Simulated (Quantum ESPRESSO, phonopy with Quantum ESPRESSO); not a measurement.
# SiC (F-43m): a volume series of phonon spectra

Which modes of SiC drive its thermal expansion?

Method: DFT LDA, scalar-relativistic, plane waves, GBRV ultrasoft pseudopotentials, in Quantum ESPRESSO 7.5.

Report form: the programs' logs are mostly left out.

**1. The structure**

The structure is cubic, space group F-43m (No. 216). The conventional cell has a = 4.358 Å, b = 4.358 Å, c = 4.358 Å, α = 90.00°, β = 90.00°, γ = 90.00°. Si has 4 C at 1.89 Å nearest. Nearest to C lie 4 Si at 1.89 Å. Farther neighbours are not listed.

Structure file:

```cif
data_structure
_symmetry_space_group_name_H-M 'F-43m'
_symmetry_Int_Tables_number 216
_cell_length_a 4.3580
_cell_length_b 4.3580
_cell_length_c 4.3580
_cell_angle_alpha 90.000
_cell_angle_beta 90.000
_cell_angle_gamma 90.000
_cell_volume 82.77
loop_
_atom_site_label
_atom_site_type_symbol
_atom_site_symmetry_multiplicity
_atom_site_Wyckoff_symbol
_atom_site_fract_x
_atom_site_fract_y
_atom_site_fract_z
_atom_site_occupancy
Si1 Si 4 a 0.00000 0.00000 0.00000 1
C1 C 4 d 0.25000 0.25000 0.75000 1
```

**2. A first coarse run**

Before spending time, one coarse run tells the gap and the pressure of the starting cell.

Contents of probe.in:

```
&control
   calculation = 'scf'
   prefix = 'x'
   outdir = './tmp'
   pseudo_dir = './pseudo'
   tprnfor = .true.
   tstress = .true.
   verbosity = 'high'
/
&system
   ibrav = 0
   nat = 2
   ntyp = 2
   ecutwfc = 45.0
   ecutrho = 270.0
   occupations = 'smearing'
   smearing = 'gaussian'
   degauss = 0.01
/
&electrons
   conv_thr = 1.0d-07
   mixing_beta = 0.7
   electron_maxstep = 100
/
ATOMIC_SPECIES
 Si     28.0850  Si.upf
 C      12.0110  C.upf
CELL_PARAMETERS angstrom
     0.000000000    2.179000000    2.179000000
     2.179000000    0.000000000    2.179000000
     2.179000000    2.179000000    0.000000000
ATOMIC_POSITIONS crystal
 Si     0.000000000   0.000000000   0.000000000
 C      0.250000000   0.250000000   0.250000000
K_POINTS automatic
 8 8 8 0 0 0
```

The run is started by

```sh
> OMP_NUM_THREADS=1 mpirun -n 8 pw.x -nk 8 -in probe.in > probe.out
```

Elapsed: 1.4 s, on 8 MPI ranks of Arm Neoverse V1, shared host; 10 s of CPU time.

This step gave:

```
volume per atom   : 10.35 Å³
pressure          : -4.518 GPa
gap on the k-mesh : 1.318 eV
```

The start is under -4.5 GPa at this level and looks like an insulator or semiconductor on this mesh.

**3. Finding the static equilibrium**

The vibrations must be taken about the equilibrium of this functional, not about the starting cell, so the structure is relaxed.

Contents of relax.in:

```
&control
   calculation = 'vc-relax'
   prefix = 'x'
   outdir = './tmp'
   pseudo_dir = './pseudo'
   tprnfor = .true.
   tstress = .true.
   forc_conv_thr = 2.0d-05
   etot_conv_thr = 1.0d-07
   nstep = 40
/
&system
   ibrav = 0
   nat = 2
   ntyp = 2
   ecutwfc = 45.0
   ecutrho = 270.0
   occupations = 'fixed'
   nbnd = 6
/
&electrons
   conv_thr = 1.0d-11
   mixing_beta = 0.7
   electron_maxstep = 100
/
&ions
/
&cell
   press_conv_thr = 0.1
/
ATOMIC_SPECIES
 Si     28.0850  Si.upf
 C      12.0110  C.upf
CELL_PARAMETERS angstrom
     0.000000000    2.179000000    2.179000000
     2.179000000    0.000000000    2.179000000
     2.179000000    2.179000000    0.000000000
ATOMIC_POSITIONS crystal
 Si     0.000000000   0.000000000   0.000000000
 C      0.250000000   0.250000000   0.250000000
K_POINTS automatic
 10 10 10 0 0 0
```

The run is started by

```sh
> OMP_NUM_THREADS=1 mpirun -n 8 pw.x -nk 8 -in relax.in > relax.out
```

The job ended after 4.4 s (8 MPI ranks; 34 s of CPU time).

The steps of the relaxation:

```tsv
step	energy less that of the first step (eV)	largest force (eV/Å)	volume (Å³)
1	0.0000	0.0000	20.69
2	-0.0059	0.0000	20.22
3	-0.0060	0.0000	20.27
4	-0.0060	0.0000	20.27
5	-0.0058	0.0000	20.27
```

```tsv
conventional cell, symmetrised	before	after	change
a (Å)	4.358	4.328	-0.7 %
b (Å)	4.358	4.328	-0.7 %
c (Å)	4.358	4.328	-0.7 %
volume (Å³/atom)	10.35	10.14	-2.0 %
```

The relaxed structure:

```
Si C
1.0
     0.00000    2.16412    2.16412
     2.16412    0.00000    2.16412
     2.16412    2.16412    0.00000
Si C
1 1
Direct
  0.00000 0.00000 0.00000
  0.25000 0.25000 0.25000
```

Numbers from this step:

* volume per atom: 10.14 Å³
* pressure: -0.007000 GPa
* gap on the k-mesh: 1.301 eV

After the last step pw.x solved the final cell once more on a basis chosen for it, which moves the energy without moving the atoms.

**4. Ground state at this cell**

A tight ground state at this cell gives the energy of this member; its pressure is the stress at this cutoff, which can carry an offset from the finite basis.

Contents of scf.in:

```
&control
   calculation = 'scf'
   prefix = 'x'
   outdir = './tmp'
   pseudo_dir = './pseudo'
   tprnfor = .true.
   tstress = .true.
/
&system
   ibrav = 0
   nat = 2
   ntyp = 2
   ecutwfc = 45.0
   ecutrho = 270.0
   occupations = 'fixed'
   nbnd = 6
/
&electrons
   conv_thr = 1.0d-12
   mixing_beta = 0.7
   electron_maxstep = 100
/
ATOMIC_SPECIES
 Si     28.0850  Si.upf
 C      12.0110  C.upf
CELL_PARAMETERS angstrom
     0.000000000    2.164116584    2.164116584
     2.164116584    0.000000000    2.164116584
     2.164116584    2.164116584    0.000000000
ATOMIC_POSITIONS crystal
 Si     0.000000000   0.000000000   0.000000000
 C      0.250000000   0.250000000   0.250000000
K_POINTS automatic
 10 10 10 0 0 0
```

The run is started by

```sh
> OMP_NUM_THREADS=1 mpirun -n 8 pw.x -nk 8 -in scf.in > scf.out
```

The job ended after 1.9 s (8 MPI ranks).

On a basis chosen for the relaxed cell the pressure is -0.0070 GPa, small enough for phonons.

**5. Zone-centre response**

In a polar crystal the Born charges and ε∞ give the long-range dipole term that a finite supercell misses. They are those of this k-mesh and were not tested on a denser one; where the gap is small they converge slowly, and the LO modes with them.

Contents of ph.in:

```
phonons
&inputph
   prefix = 'x'
   outdir = './tmp'
   fildyn = 'x.dyn'
   tr2_ph = 1.0d-18
   epsil = .true.
/
0.000000000 0.000000000 0.000000000
```

scf.in is that of step 4.

The run is started by

```sh
> OMP_NUM_THREADS=1 mpirun -n 8 ph.x -nk 8 -in ph.in > ph.out
```

Run time: 13 s. Hardware: 8 MPI ranks; 98 s of CPU time.

This step gave:

```yaml
gamma_frequencies: -6.46, -6.46, -6.46, 798.5, 798.5, 798.5 cm⁻¹ (negative: imaginary)
gamma_symmetry: T_2 G_15 P_4 I+R, T_2 G_15 P_4 I+R, T_2 G_15 P_4 I+R, T_2 G_15 P_4 I+R, T_2 G_15 P_4 I+R, T_2 G_15 P_4 I+R
```

ε∞:

```
6.95 0.00 0.00
0.00 6.95 0.00
0.00 0.00 6.95
```

Born charge (rows field, columns displacement), before the sum rule (e), principal values of the symmetric part by kind of site:

```tsv
atom	atoms with these values	low	middle	high	mean
Si1	1	2.73	2.73	2.73	2.73
C2	1	-2.74	-2.74	-2.74	-2.74
```

In full for C2:

```
-2.74  0.00  0.00
 0.00 -2.74  0.00
 0.00  0.00 -2.74
```

The Born charges sum to zero within 0.0084 e; the rest is removed before use. Acoustic frequencies in this log differ from zero by the error of the sum rule, which ph.x does not impose.

**6. Forces on a displaced cell**

One atom (for the harmonic constants) or a pair of atoms (for the cubic ones) is moved by a few hundredths of an ångström; the forces on all atoms give a column of force constants. The threshold is tight because the forces are small.

System of this step: SiC. The structure is monoclinic, space group Cm (No. 8). The conventional cell has a = 10.602 Å, b = 6.121 Å, c = 6.121 Å, α = 90.00°, β = 125.26°, γ = 90.00°. Nearest to Si lie 4 C at 1.86 to 1.89 Å. Si has 4 C at 1.87 Å nearest. Si has 4 C at 1.87 Å nearest. Farther neighbours are not listed.

Contents of disp-00001.in:

```
&control
   calculation = 'scf'
   prefix = 'x'
   outdir = './tmp'
   pseudo_dir = './pseudo'
   tprnfor = .true.
   disk_io = 'none'
/
&system
   ibrav = 0
   nat = 16
   ntyp = 2
   ecutwfc = 45.0
   ecutrho = 270.0
   occupations = 'fixed'
   nbnd = 34
/
&electrons
   conv_thr = 1.0d-11
   mixing_beta = 0.7
   electron_maxstep = 100
/
ATOMIC_SPECIES
 Si     28.0850  Si.upf
 C      12.0110  C.upf
CELL_PARAMETERS angstrom
     0.000000000    4.328233168    4.328233168
     4.328233168    0.000000000    4.328233168
     4.328233168    4.328233168    0.000000000
ATOMIC_POSITIONS crystal
 Si     0.003267415   0.000000000   0.000000000
 Si     0.500000000   0.000000000   0.000000000
 Si     0.000000000   0.500000000   0.000000000
 Si     0.500000000   0.500000000   0.000000000
 Si     0.000000000   0.000000000   0.500000000
 Si     0.500000000   0.000000000   0.500000000
 Si     0.000000000   0.500000000   0.500000000
 Si     0.500000000   0.500000000   0.500000000
 C      0.125000000   0.125000000   0.125000000
 C      0.625000000   0.125000000   0.125000000
 C      0.125000000   0.625000000   0.125000000
 C      0.625000000   0.625000000   0.125000000
 C      0.125000000   0.125000000   0.625000000
 C      0.625000000   0.125000000   0.625000000
 C      0.125000000   0.625000000   0.625000000
 C      0.625000000   0.625000000   0.625000000
K_POINTS automatic
 4 4 4 0 0 0
```

The run is started by

```sh
> OMP_NUM_THREADS=1 mpirun -n 4 pw.x -nk 4 -in disp-00001.in > disp-00001.out
```

Elapsed: 63 s, on 4 MPI ranks.

Numbers from this step:

- gap on the k-mesh: 1.263 eV

Force by atom:

```tsv
atom	x (eV/Å)	y (eV/Å)	z (eV/Å)	size
Si1	-0.013	-0.376	-0.376	0.532
Si2	0.000	0.082	0.082	0.116
Si3	0.043	-0.032	0.039	0.066
Si4	-0.043	0.039	-0.033	0.066
Si5	0.043	0.039	-0.032	0.066
Si6	-0.043	-0.033	0.039	0.066
Si7	0.000	-0.004	-0.004	0.006
Si8	0.000	0.007	0.007	0.010
C9	0.083	0.115	0.115	0.183
C10	-0.071	0.105	0.105	0.165
C11	0.001	0.033	0.034	0.047
C12	0.000	-0.004	-0.004	0.006
C13	0.001	0.034	0.033	0.047
C14	0.000	-0.004	-0.004	0.006
C15	-0.004	0.000	0.000	0.004
C16	0.004	0.000	0.000	0.004
```

At this level the gap is 1.26 eV on the k-mesh of the self-consistent run, which can miss the band edges.

**7. Forces on a displaced cell**

disp-00002.in, as its differences from disp-00001.in of step 6:

```diff
@@ -30,3 +30,3 @@
 ATOMIC_POSITIONS crystal
- Si     0.003267415   0.000000000   0.000000000
+ Si     0.000000000   0.000000000   0.000000000
  Si     0.500000000   0.000000000   0.000000000
@@ -38,3 +38,3 @@
  Si     0.500000000   0.500000000   0.500000000
- C      0.125000000   0.125000000   0.125000000
+ C      0.128267415   0.125000000   0.125000000
  C      0.625000000   0.125000000   0.125000000
```

The run is started by

```sh
> OMP_NUM_THREADS=1 mpirun -n 4 pw.x -nk 4 -in disp-00002.in > disp-00002.out
```

Run time: 66 s. Hardware: 4 MPI ranks.

**8. Lattice dynamics at this volume, V/V0 1**

This step: DFT LDA, scalar-relativistic, plane waves, GBRV ultrasoft pseudopotentials (phonopy with Quantum ESPRESSO 4.10.0 / 7.5).

It took 66 s on 8 threads.

Numbers from this step:

```
point group                              : -43m
highest frequency                        : 973.6 cm⁻¹
Debye temperature from the second moment : 1184 K
lowest frequency on the path             : 0 cm⁻¹
zero-point energy                        : 0.2210 eV/cell
Γ frequencies                            : 0, 0, 0, 798.8, 798.8, 798.8 cm⁻¹ (negative: imaginary)
```

Phonopy, LO-TO term from ph.x's tensors. The phonon branches at the labelled points (cm⁻¹):

```tsv
point	branch 1	branch 2	branch 3	branch 4	branch 5	branch 6
Γ	0	0	0	799	799	974
halfway	252	252	409	782	782	922
X	365	365	635	768	768	830
halfway	359	399	618	768	771	824
U	340	465	575	768	774	815
jump to K	340	465	575	768	774	815
halfway	206	310	425	783	789	898
Γ	0	0	0	799	799	974
halfway	181	181	402	786	786	925
L	259	259	616	773	773	840
halfway	310	398	581	772	783	817
W	392	467	552	769	778	806
halfway	379	406	603	768	773	818
X	365	365	635	768	768	830
```

Harmonic. Thermo, by row:

```tsv
T (K)	F_vib (meV/atom)	S (J/mol-atom/K)	C_V (J/mol-atom/K)
0	110.5	0	0
50	110.5	0.097	0.325
100	110.3	0.86	2.383
150	109.5	2.363	5.274
200	107.8	4.292	8.271
250	105	6.445	11.07
300	101.1	8.683	13.48
350	95.99	10.91	15.46
400	89.77	13.09	17.04
450	82.44	15.17	18.3
500	74.06	17.15	19.31
550	64.69	19.03	20.12
600	54.36	20.81	20.78
650	43.13	22.5	21.32
700	31.06	24.09	21.76
750	18.18	25.61	22.13
800	4.53	27.05	22.44
850	-9.84	28.41	22.71
900	-24.91	29.72	22.93
950	-40.63	30.96	23.12
1000	-56.99	32.16	23.29
```

The modes has structure finer than the step of the table below, so its rows give means over 25 cm⁻¹, whole bins alone (the curve runs from -10 to 1011 cm⁻¹). Peaks (cm⁻¹: height): C 779.7: 0.0595, 818.3: 0.0149; Si 349.6: 0.00871, 561.4: 0.0103, 779.7: 0.0162.

Phonopy on the run's constants, 21x21x21 mesh, Gaussian sigma 7.3 cm⁻¹. Modes against wavenumber; means over each step; values in 1/cm⁻¹/cell:

```tsv
wavenumber (cm⁻¹)	C	Si
25	1.0e-5	2.8e-5
50	3.8e-5	9.1e-5
75	1.2e-4	2.8e-4
100	1.6e-4	3.8e-4
125	2.8e-4	6.9e-4
150	4.4e-4	0.00111
175	5.8e-4	0.00148
200	8.6e-4	0.00225
225	0.00115	0.00316
250	0.00175	0.00504
275	0.00228	0.00695
300	0.00227	0.00745
325	0.00220	0.00792
350	0.00213	0.00849
375	0.00155	0.00665
400	0.00115	0.00472
425	0.00108	0.00458
450	0.00108	0.00467
475	8.6e-4	0.00367
500	5.6e-4	0.00238
525	6.5e-4	0.00381
550	7.5e-4	0.00837
575	5.3e-4	0.00824
600	1.6e-4	0.00392
625	2.8e-5	9.6e-4
650	2.0e-7	3.8e-5
675	0	0
700	0	0
725	5.4e-7	0
750	0.00398	9.4e-4
775	0.0458	0.0122
800	0.0168	0.00455
825	0.0129	0.00112
850	0.00695	8.1e-4
875	0.00414	8.6e-4
900	0.00297	8.3e-4
925	0.00215	7.3e-4
950	0.00135	5.2e-4
975	3.3e-4	1.4e-4
```

No LO-TO term. Modes at Γ, with each element's share of the kinetic energy:

```tsv
mode	frequency (cm⁻¹)	symmetry	Si %	C %
1	0.0	T2	70	30
2	0.0	T2	70	30
3	0.0	T2	70	30
4	798.8	T2	30	70
5	798.8	T2	30	70
6	798.8	T2	30	70
```

Displacements in mode 5 (798.8 cm⁻¹), the largest set to 1:
```
Si1 -0.43  0.00  0.00
C2   1.00  0.00  0.00
```

No mode is imaginary beyond numerical noise along the path.

The time given is that of the 2 pw.x runs on displaced cells behind this step.

**9. Ground state at this cell, V/V0 1.015**

This step: DFT LDA, scalar-relativistic, plane waves, GBRV ultrasoft pseudopotentials (Quantum ESPRESSO 7.5).

System of this step: SiC. Symmetry: F-43m, No. 216, cubic system. Conventional cell: a = 4.350 Å, b = 4.350 Å, c = 4.350 Å, α = 90.00°, β = 90.00°, γ = 90.00°. Nearest to Si lie 4 C at 1.88 Å. C has 4 Si at 1.88 Å nearest. Farther neighbours are not listed.

Edit scf.in of step 5 so:

```diff
@@ -26,5 +26,5 @@
 CELL_PARAMETERS angstrom
-     0.000000000    2.164116584    2.164116584
-     2.164116584    0.000000000    2.164116584
-     2.164116584    2.164116584    0.000000000
+     0.000000000    2.174883510    2.174883510
+     2.174883510    0.000000000    2.174883510
+     2.174883510    2.174883510    0.000000000
 ATOMIC_POSITIONS crystal
```

The run is started by

```sh
> OMP_NUM_THREADS=1 mpirun -n 8 pw.x -nk 8 -in scf.in > scf.out
```

Elapsed: 1.7 s, on 8 MPI ranks.

At this level the gap is 1.31 eV on the k-mesh of the self-consistent run, which can miss the band edges.

**10. Zone-centre response**

ph.in is that of step 5.

scf.in is that of step 9.

The run is started by

```sh
> OMP_NUM_THREADS=1 mpirun -n 8 ph.x -nk 8 -in ph.in > ph.out
```

Run time: 12 s. Hardware: 8 MPI ranks.

ε∞:

```
6.99 0.00 0.00
0.00 6.99 0.00
0.00 0.00 6.99
```

The Born charges sum to zero within 0.0084 e; the rest is removed before use. Acoustic frequencies in this log differ from zero by the error of the sum rule, which ph.x does not impose.

**11. A displaced supercell**

System of this step: SiC. Symmetry: Cm, No. 8, monoclinic system. Conventional cell: a = 10.655 Å, b = 6.151 Å, c = 6.151 Å, α = 90.00°, β = 125.26°, γ = 90.00°. Si has 4 C at 1.87 to 1.90 Å nearest. Si has 4 C at 1.88 Å nearest. Nearest to Si lie 4 C at 1.88 Å. Si has 4 C at 1.88 Å nearest. Farther neighbours are not listed.

Edit disp-00001.in of step 6 so:

```diff
@@ -26,7 +26,7 @@
 CELL_PARAMETERS angstrom
-     0.000000000    4.328233168    4.328233168
-     4.328233168    0.000000000    4.328233168
-     4.328233168    4.328233168    0.000000000
+     0.000000000    4.349767021    4.349767021
+     4.349767021    0.000000000    4.349767021
+     4.349767021    4.349767021    0.000000000
 ATOMIC_POSITIONS crystal
- Si     0.003267415   0.000000000   0.000000000
+ Si     0.003251240   0.000000000   0.000000000
  Si     0.500000000   0.000000000   0.000000000
```

The run is started by

```sh
> OMP_NUM_THREADS=1 mpirun -n 4 pw.x -nk 4 -in disp-00001.in > disp-00001.out
```

Run time: 67 s. Hardware: 4 MPI ranks; 4.4 min of CPU time.

**12. Phonons, V/V0 1.015**

This step: DFT LDA, scalar-relativistic, plane waves, GBRV ultrasoft pseudopotentials (phonopy with Quantum ESPRESSO 4.10.0 / 7.5).

Run time: 71 s. Hardware: 8 threads.

No mode is imaginary beyond numerical noise along the path. The highest zone-centre mode (no LO–TO term) moved by -1.7 % for a volume change of +1.5 %.

The time given is that of the 2 pw.x runs on displaced cells behind this step.

**13. Self-consistent run, V/V0 0.985**

This step: DFT LDA, scalar-relativistic, plane waves, GBRV ultrasoft pseudopotentials (Quantum ESPRESSO 7.5).

System of this step: SiC. The structure is cubic, space group F-43m (No. 216). Conventional cell: a = 4.306 Å, b = 4.306 Å, c = 4.306 Å, α = 90.00°, β = 90.00°, γ = 90.00°. Si has 4 C at 1.86 Å nearest. Nearest to C lie 4 Si at 1.86 Å. Farther neighbours are not listed.

Edit scf.in of step 10 so:

```diff
@@ -26,5 +26,5 @@
 CELL_PARAMETERS angstrom
-     0.000000000    2.174883510    2.174883510
-     2.174883510    0.000000000    2.174883510
-     2.174883510    2.174883510    0.000000000
+     0.000000000    2.153241443    2.153241443
+     2.153241443    0.000000000    2.153241443
+     2.153241443    2.153241443    0.000000000
 ATOMIC_POSITIONS crystal
```

The run is started by

```sh
> OMP_NUM_THREADS=1 mpirun -n 8 pw.x -nk 8 -in scf.in > scf.out
```

Elapsed: 1.8 s, on 8 MPI ranks; 14 s of CPU time.

The run ends at a pressure of 3.56 GPa.

**14. Zone-centre response**

ph.in is that of step 10.

scf.in is that of step 13.

The run is started by

```sh
> OMP_NUM_THREADS=1 mpirun -n 8 ph.x -nk 8 -in ph.in > ph.out
```

It took 12 s on 8 MPI ranks.

The Born charges sum to zero within 0.0085 e; the rest is removed before use. Acoustic frequencies in this log differ from zero by the error of the sum rule, which ph.x does not impose.

**15. Forces on a displaced cell**

System of this step: SiC. The structure is monoclinic, space group Cm (No. 8). The conventional cell has a = 10.549 Å, b = 6.090 Å, c = 6.090 Å, α = 90.00°, β = 125.26°, γ = 90.00°. Nearest to Si lie 4 C at 1.85 to 1.88 Å. Nearest to Si lie 4 C at 1.86 Å. Nearest to Si lie 4 C at 1.86 Å. Farther neighbours are not listed.

Edit disp-00001.in of step 11 so:

```diff
@@ -26,7 +26,7 @@
 CELL_PARAMETERS angstrom
-     0.000000000    4.349767021    4.349767021
-     4.349767021    0.000000000    4.349767021
-     4.349767021    4.349767021    0.000000000
+     0.000000000    4.306482885    4.306482885
+     4.306482885    0.000000000    4.306482885
+     4.306482885    4.306482885    0.000000000
 ATOMIC_POSITIONS crystal
- Si     0.003251240   0.000000000   0.000000000
+ Si     0.003283918   0.000000000   0.000000000
  Si     0.500000000   0.000000000   0.000000000
```

The run is started by

```sh
> OMP_NUM_THREADS=1 mpirun -n 4 pw.x -nk 4 -in disp-00001.in > disp-00001.out
```

It took 60 s on 4 MPI ranks; 4 min of CPU time.

**16. Lattice dynamics at this volume, V/V0 0.985**

This step: DFT LDA, scalar-relativistic, plane waves, GBRV ultrasoft pseudopotentials (phonopy with Quantum ESPRESSO 4.10.0 / 7.5).

Elapsed: 64 s, on 8 threads.

Phonopy, LO-TO term from ph.x's tensors. Phonon branches along the path, in cm⁻¹:

```tsv
point	branch 1	branch 2	branch 3	branch 4	branch 5	branch 6
Γ	0	0	0	813	813	990
halfway	253	253	414	797	797	937
X	366	366	643	785	785	844
halfway	359	400	626	784	788	839
U	340	468	582	784	789	832
jump to K	340	468	582	784	789	832
halfway	205	313	431	798	804	913
Γ	0	0	0	813	813	990
halfway	181	181	409	801	801	940
L	259	259	625	788	788	855
halfway	310	400	588	788	797	834
W	394	468	560	782	795	824
halfway	380	407	611	784	790	834
X	366	366	643	785	785	844
```

No mode is imaginary beyond numerical noise along the path. The highest zone-centre mode (no LO–TO term) moved by +1.7 % for a volume change of -1.5 %.

The time given is that of the 2 pw.x runs on displaced cells behind this step.

**17. Self-consistent run, V/V0 1.03**

This step: DFT LDA, scalar-relativistic, plane waves, GBRV ultrasoft pseudopotentials (Quantum ESPRESSO 7.5).

System of this step: SiC. The structure is cubic, space group F-43m (No. 216). The conventional cell has a = 4.371 Å, b = 4.371 Å, c = 4.371 Å, α = 90.00°, β = 90.00°, γ = 90.00°. Si has 4 C at 1.89 Å nearest. C has 4 Si at 1.89 Å nearest. Farther neighbours are not listed.

Edit scf.in of step 14 so:

```diff
@@ -26,5 +26,5 @@
 CELL_PARAMETERS angstrom
-     0.000000000    2.153241443    2.153241443
-     2.153241443    0.000000000    2.153241443
-     2.153241443    2.153241443    0.000000000
+     0.000000000    2.185544874    2.185544874
+     2.185544874    0.000000000    2.185544874
+     2.185544874    2.185544874    0.000000000
 ATOMIC_POSITIONS crystal
```

The run is started by

```sh
> OMP_NUM_THREADS=1 mpirun -n 8 pw.x -nk 8 -in scf.in > scf.out
```

Run time: 2.1 s. Hardware: 8 MPI ranks.

The run ends at a pressure of -6.40 GPa.

**18. Born charges and dielectric tensor**

ph.in is that of step 14.

scf.in is that of step 17.

The run is started by

```sh
> OMP_NUM_THREADS=1 mpirun -n 8 ph.x -nk 8 -in ph.in > ph.out
```

It took 13 s on 8 MPI ranks.

The Born charges sum to zero within 0.0083 e; the rest is removed before use. Acoustic frequencies in this log differ from zero by the error of the sum rule, which ph.x does not impose.

(Part 1 of 2 ends here.)

[Logs are printed without paths, hosts, clocks, repeated set-up lines and the standing remarks that a program may print on its own settings, such as how far it seeks lower states.]

[Hosts, paths, dates, database ids (printed as entryN), source tags and the programs' standing remarks are cut or masked in the printed files.]

[A step with changed settings may run another functional than the one named; its input shows which.]

[Of the runs on displaced cells, only some may be shown.]
